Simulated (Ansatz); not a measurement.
# CaO (Lime, Fm-3m): phonons and vibrational spectra, part 3 of 3

Task: relax CaO (Lime, Fm-3m), then find its harmonic phonons.

Ansatz 0.2.0; DFT PBE, scalar-relativistic, plane waves, PAW.

So far, highest frequency on the path or at a solved wavevector (cm⁻¹): step 5 (the dispersion) 537. The relaxed cell has a = 4.831 Å (conventional setting).

## 6. Finite displacements in a supercell

Finite displacements in a 2×2×2 supercell give force constants from forces alone. They are exact at the wavevectors that the supercell holds, where they check the linear-response result.

input.yaml reads:

```yaml
crystal:
  lattice:
    - [0.0, 2.4154724062, 2.4154724062]
    - [2.4154724062, 0.0, 2.4154724062]
    - [2.4154724062, 2.4154724062, 0.0]
  atoms:
    - { symbol: Ca, position: [0.0, 0.0, 0.0] }
    - { symbol: O, position: [0.5, 0.5, 0.5] }
kpoints:
  mp_grid: { grid: [8, 8, 8] }
hamiltonian:
  xc: pbe
scf:
  occupations: { method: fixed }
output:
  eigenvalues: true
phonons:
  method: fd
  supercell: [2, 2, 2]
  temperatures: { t_max: 1000, t_step: 50 }
  qpath:
    path:
      - [[0.0, 0.0, 0.0], [0.5, 0.0, 0.5], [0.625, 0.25, 0.625]]
      - [[0.375, 0.375, 0.75], [0.0, 0.0, 0.0], [0.5, 0.5, 0.5], [0.5, 0.25, 0.75], [0.5, 0.0, 0.5]]
    npoints: 10
  non_analytic_term:
    high_frequency_dielectric_tensor: [[3.7869, 0.0, 0.0], [0.0, 3.7869, 0.0], [0.0, 0.0, 3.7869]]
    born_effective_charges:
      - { species: Ca, tensor: [[2.3516, 0.0, 0.0], [0.0, 2.3516, 0.0], [0.0, 0.0, 2.3516]] }
      - { species: O, tensor: [[-2.3516, 0.0, 0.0], [0.0, -2.3516, 0.0], [0.0, 0.0, -2.3516]] }
    source: "zone-centre run at this cell"
```

Command:

```sh
ansatz run input.yaml --threads 4 --pin off --max-ram 7168MiB --backend cpu --events-out ev --progress --plain --runs-dir out
```

Numbers of over 12 decimals in the logs are rounded to 6 here.

Output:

```text
[...]
Crystal: 16 atoms, lattice volume = 225.489 Å³
Basis set: ecut = 420 eV, 4477 PW (Γ), exchange–correlation on 96×96×96 points (8 copies of the dense FFT grid, shifted against one another)
Bands: 80, of which v1, the nominal top of the filled ones, is band 64 counted from 1 (63 counted from 0)
Symmetry: 384 space group operations
k-points: 8 of 64
[...]
SCF iter   1: F=—  HF=-19101.781971 eV  |F-HF|=—  |Δ(HF+E_count)|=         —  Δρ=1.86e-8  dr2=4.96e-13  ethr=1.00e-12  ⟨swp⟩=3.0  Hψ=1592  notcnv=0  defer=3
[...]
SCF iter   2: F=-19101.781971 eV  HF=-19101.781971 eV  |F-HF|=7.28e-12  |Δ(HF+E_count)|=    0.00e0  Δρ=6.31e-9  dr2=7.48e-14  ethr=1.00e-12  ⟨swp⟩=3.8  Hψ=1196  notcnv=0
SCF 1 converged in 2 iterations: F = -19101.781971 eV  dr2 = 7.48e-14
[...]
Symmetry: 8 space group operations
k-points: 13 of 64 (time reversal used)
[...]
SCF iter   9: F=-19101.781945 eV  HF=-19101.781945 eV  |F-HF|=0.00e0  |Δ(HF+E_count)|=    0.00e0  Δρ=1.66e-8  dr2=4.84e-13  ethr=1.00e-12  ⟨swp⟩=4.2  Hψ=3171  notcnv=0
SCF 2 converged in 9 iterations: F = -19101.781945 eV  dr2 = 4.84e-13
[...]
SCF iter   8: F=-19101.781951 eV  HF=-19101.781951 eV  |F-HF|=3.64e-12  |Δ(HF+E_count)|=  7.28e-12  Δρ=3.67e-8  dr2=2.54e-12  ethr=1.00e-12  ⟨swp⟩=5.0  Hψ=3705  notcnv=0
SCF 3 converged in 8 iterations: F = -19101.781951 eV  dr2 = 2.54e-12
[...]
SCF converged after 2 iterations
Free energy (F): -19101.781971 eV
[...]
Internal energy: -19101.781971 eV  (E = F + TS)
E sigma→0 (E₀):  -19101.781971 eV
Fermi energy:    7.527119 eV
[...]
--- Band table (eV; the first three rows and the last of 8) ---
  k-point 0: bands = [... 60 lower, 7.1504, 7.5271, 7.5271, 7.5271, 11.1849, 11.1849, 11.1849, 12.1341, ... 12 higher]
  k-point 1: bands = [... 60 lower, 7.0288, 7.0288, 7.3245, 7.3245, 11.6741, 11.6741, 11.6741, 12.8138, ... 12 higher]
  k-point 2: bands = [... 60 lower, 6.8891, 6.8891, 6.8891, 6.8891, 12.8534, 12.8534, 12.8534, 12.8534, ... 12 higher]
  k-point 7: bands = [... 60 lower, 7.0193, 7.0193, 7.0193, 7.0193, 12.8866, 12.8866, 12.8866, 12.8866, ... 12 higher]
--- Phonons: 2 displaced members + reference (amplitude 0.0025 Å, Σ member SCF iterations 17) ---
  symmetry images taken by strict's conditions (phonons.symmetry_images: auto; settled by no image being taken that strict refuses)
  ASR residual: 9.038e-5 → 0.000e0 eV/Å²; symmetrization residual: 4.440e-5 eV/Å²
  largest component of a force at the reference: 1.5e-28 eV/Å
  ASR residual per site (eV/Å²): 1.56e-5 9.04e-5
  Γ frequencies (cm⁻¹): 0.00 0.00 0.00 255.29 255.29 255.29
[...]
```

The job ended after 11 s (4 threads of Arm Neoverse V1, shared host; peak memory 0.73 GiB; 42 s of CPU time).

Numbers from this step:

| Quantity | Value |
| --- | --- |
| atoms in the supercell | 16 |
| sum-rule residual before enforcement | 9.04e-5 eV/Å² |

Interpolated from a 2×2×2 supercell, rough between the solved points, with the LO-TO term (at Γ the limit along the path; where Γ stands inside the path, tables give the limit on arrival). The phonon branches at the labelled points (cm⁻¹):

```tsv
point	branch 1	branch 2	branch 3	branch 4	branch 5	branch 6
Γ	0	0	0	255	255	537
halfway	156	156	213	283	283	474
X	198	198	278	283	283	383
halfway	194	219	276	284	299	376
U	186	261	271	284	339	360
jump to K	186	261	271	284	339	360
halfway	136	183	244	266	299	487
Γ	0	0	0	255	255	537
halfway	127	127	231	270	270	512
L	168	168	292	292	362	460
halfway	180	215	289	305	334	410
W	221	256	256	307	337	337
halfway	210	220	275	295	300	370
X	198	198	278	283	283	383
```

The phonon branches as a text plot (rows in cm⁻¹):

```
    526 |***                      **********
    503 |   ***                  *          **
    481 |      *                *             **
    459 |       *              *                ****
    436 |                    **                     **
    414 |        ***        *                         *
    391 |           ***                                *       **
    369 |              *****                     **     *   ***
    347 |                 ***                   *  ***   ***
    324 |                *   **                *      ***  **
    302 |              **      **             *  **************
    280 |   ******************** ***        *****  ******   *****
    257 |***     *       ****   ************             ***
    235 |       *       *    ** *           *          **   **
    212 |      *       *       * *                   **  *******
    190 |    **  **********     *          *        * ***      **
    168 |       *          ****   **           *******
    145 |   ****               ***        *  **
    123 |                        ****       *
    101 |  **                     **     * *
     78 |  *                        *     *
     56 | *                         **  **
     34 | *                          *  *
     11 |*                            **
         Γ           X  U|K            Γ         L        W     X
```

Tetrahedra on a 22×22×22 mesh, mean over bins of 5 cm-1. Interpolated from a 2×2×2 supercell, rough between the solved points. Phonon density of states against wavenumber; read off at these points:

```tsv
wavenumber (cm⁻¹)	phonon density of states (1/cm⁻¹/cell)
2	0
18	3.0e-5
32	1.6e-4
48	3.7e-4
62	6.8e-4
72	9.6e-4
88	0.00157
102	0.0024
118	0.00367
132	0.00567
148	0.00942
162	0.0180
172	0.0286
178	0.0276
192	0.0258
202	0.0188
218	0.0133
232	0.0120
248	0.0108
262	0.0172
278	0.0519
288	0.112
292	0.0545
308	0.0157
322	0.0139
338	0.0126
348	0.00427
362	0.00489
378	0.00751
392	0.00668
408	0.00653
422	0.00664
438	0.00686
452	0.00713
468	0.00585
478	0.00516
492	0.00433
508	0.00346
522	0.00244
538	8.0e-5
```

At Γ the two methods differ by at most 0.0 cm⁻¹.

## 7. Results

| Property | Result |
| --- | --- |
| space group after relaxation (within 0.01 Å) | Fm-3m |
| volume per atom | 14.1 Å³ |
| gap on the k-mesh | 3.66 eV |
| highest optical mode at the zone centre (no LO-TO term) | 255 cm⁻¹ |
| top of the zone-centre spectrum with the field | 537 cm⁻¹ |
| lowest optical zone-centre mode | 255 cm⁻¹ |
| mean high-frequency dielectric constant | 3.79 |
| mean static dielectric constant | 16.7 |
| largest Born charge (third of the trace) | 2.35 e |
| lowest mode on the q mesh (acoustic modes at Γ apart) | 122 cm⁻¹ |
| highest frequency on the path or at a solved wavevector | 537 cm⁻¹ |
| zero-point energy per atom | 51.6 meV |
| heat capacity at 300 K | 21.3 J/(mol atoms K) |
| vibrational entropy at 300 K | 21.2 J/(mol atoms K) |
| Debye temperature (second moment) | 544 K |
| imaginary modes on the 4×4×4 q mesh | none |

In words: The structure is a minimum as far as tested: no mode is imaginary at the 8 irreducible wavevectors of the 4×4×4 mesh, and the softest away from the acoustic zeros lies at 122 cm⁻¹. Without the field, the optical modes at Γ form one degenerate level at 255 cm⁻¹. The highest mode in this list at Γ, 255.3 cm⁻¹, is mostly motion of O (71 % of the kinetic energy). With the macroscopic field of the longitudinal modes the top of the zone-centre spectrum lies at 537 cm⁻¹, against 255 cm⁻¹ without it. Lattice motion raises the mean dielectric constant from 3.787 to 16.74. The strongest infrared line is at 255 cm⁻¹. Finite displacements and linear response differ by 0.0 cm⁻¹ in the highest zone-centre mode. These are harmonic frequencies at zero temperature: anharmonic shifts, linewidths and thermal expansion are left out.

[Logs are printed without paths, hosts, clocks, repeated set-up lines and the standing remarks that a program may print on its own settings, such as how far it seeks lower states.]

[Hosts, paths, dates, database ids (printed as entryN), source tags and the programs' standing remarks are cut or masked in the printed files.]
